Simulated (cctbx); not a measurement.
# Absolute structure of Mg6TaV

Space group Amm2 (no. 38), a = 5.0240 Å, b = 6.3460 Å, c = 10.6570 Å, α = 90.00°, β = 90.00°, γ = 90.00°.

| atom | mult. | x | y | z | Ueq (Å²) |
| --- | --- | --- | --- | --- | --- |
| Ta1 | 2 | 1/2 | 1/2 | 0.8332 | 0.0071 |
| V1 | 2 | 1/2 | 1/2 | 0.3317 | 0.0121 |
| Mg1 | 2 | 0 | 1/2 | 0.6600 | 0.0140 |
| Mg2 | 2 | 0 | 1/2 | 0.1751 | 0.0154 |
| Mg3 | 4 | 0 | 0.2406 | 0.9153 | 0.0135 |
| Mg4 | 4 | 1/2 | 0.2559 | 0.0852 | 0.0170 |

This is a model crystal, built by substitution and not relaxed, with assumed displacement parameters.

Data sets are simulated with cctbx and refined with Bijvoet mates kept apart; Flack x is then fitted as the share of an inverted twin with the atoms fixed, Hooft y from the Bijvoet differences. The group is acentric but holds improper operations, so there is an absolute structure (orientation) and no hand.

Untwinned crystal. What Flack and Hooft values should come out?

```
  λ (Å)  extinction (unmodelled)  d min (Å)  top counts  error (%)     model      R1  Flack x  s.u.  Hooft y   s.u.  pairs
0.71073                        0       0.77       20000          4  as given  0.0114     0.01  0.02    0.017  0.024    223
0.71073                        0       0.77       20000          4  inverted  0.0253     0.93  0.03    0.938  0.024    223
1.54184                        0       0.83        5000          3  as given  0.0135     0.02  0.03    0.010  0.032    179
```

With Mo Kα, x is within 3 s.u. of 0, so the absolute structure is right. With Cu Kα, x is within 3 s.u. of 0, so the absolute structure is right. Inverting the model turns x into about 1 − x.

A further crystal gives:

```
  λ (Å)  extinction (unmodelled)  d min (Å)  top counts  error (%)     model      R1  Flack x   s.u.  Hooft y   s.u.  pairs
0.71073                        0       0.65       40000          3  as given  0.0205    0.792  0.016    0.799  0.015    363
```

**Question.** What is it?

It was simulated as an inversion twin with a fraction 0.8 of the inverted domain. Flack x is over 3 s.u. from both 0 and 1 and reads that fraction.

[Logs are printed without paths, hosts, clocks, repeated set-up lines and the standing remarks that a program may print on its own settings, such as how far it seeks lower states.]
